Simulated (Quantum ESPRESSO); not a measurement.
## CoC2S2N2: which magnetic order is lowest: run 1 (ferro +)

Quantum ESPRESSO 7.5; PBE with U = 3.5 eV on Co d (ortho-atomic projectors); plane waves with GBRV 1.5 PBE potentials, no spin-orbit coupling.

The signs are those of the starting moments on the seeded atoms, the atoms that are given a moment.

pw.in

```
&CONTROL
  calculation = 'scf'
  prefix = 'pwscf'
  outdir = './tmp'
  pseudo_dir = './pseudo'
  disk_io = 'nowf'
/
&SYSTEM
  ibrav = 0
  celldm(1) = 8
  nat = 7
  ntyp = 4
  ecutwfc = 40
  ecutrho = 280
  nbnd = 35
  occupations = 'smearing'
  smearing = 'fd'
  degauss = 0.00367493
  nspin = 2
  starting_magnetization(1) = 0.1765
  starting_magnetization(2) = 0
  starting_magnetization(3) = 0
  starting_magnetization(4) = 0
/
&ELECTRONS
  conv_thr = 1.4d-08
  electron_maxstep = 150
  mixing_beta = 0.3
/
ATOMIC_SPECIES
Co     58.9332 co_pbe_v1.2.uspp.F.UPF
C      12.0110 c_pbe_v1.2.uspp.F.UPF
S      32.0600 s_pbe_v1.4.uspp.F.UPF
N      14.0070 n_pbe_v1.2.uspp.F.UPF
CELL_PARAMETERS alat
   1.2514593152451   -0.4399565877047    0.0000000000000
   1.2514593152451    0.4399565877047    0.0000000000000
  -0.3980922996297    0.0000000000000    1.4010399002205
ATOMIC_POSITIONS crystal
Co      0.0000000000    0.0000000000    0.0000000000
C       0.7644300000    0.7644300000    0.2186200000
C       0.2355700000    0.2355700000    0.7813800000
S       0.6185200000    0.6185200000    0.2680600000
S       0.3814800000    0.3814800000    0.7319400000
N       0.8619500000    0.8619500000    0.1729400000
N       0.1380500000    0.1380500000    0.8270600000
K_POINTS automatic
6 6 6 0 0 0
HUBBARD {ortho-atomic}
U Co-3d 3.5000
```

Command:

```bash
$ OMP_NUM_THREADS=1 mpirun -n 4 pw.x -nk 4 -in pw.in > pw.out
```

Q: Predict the spin moment in the atom's sphere.

The site moments add up to 2.59 μB, near the cell's 3.00 μB; the rest lies between the atoms. Symmetry leaves 4 kinds of site among the 7 atoms, and equivalent atoms carry values of equal size.

Spin moment in the atom's sphere by atom:

```
atom  spin moment in the atom's sphere (μB)
 Co1                                   2.45
  C2                                   0.00
  C3                                   0.00
  S4                                   0.05
  S5                                   0.05
  N6                                   0.03
  N7                                   0.03
```

Read from the output:

- magnetization: 3 μB
- absolute magnetization: 3.102 μB
- final state: ferromagnetic

[Logs and program files are shortened in this print: banners, set-up blocks, solver, clock and traceback lines can be left out without a mark of their own.]

[Logs are printed without paths, hosts, clocks, repeated set-up lines and the standing remarks that a program may print on its own settings, such as how far it seeks lower states.]

[Hosts, paths, dates, database ids (printed as entryN), source tags and the programs' standing remarks are cut or masked in the printed files.]

[Where a cell is said to come from a database of computed structures, the database is the Materials Project.]
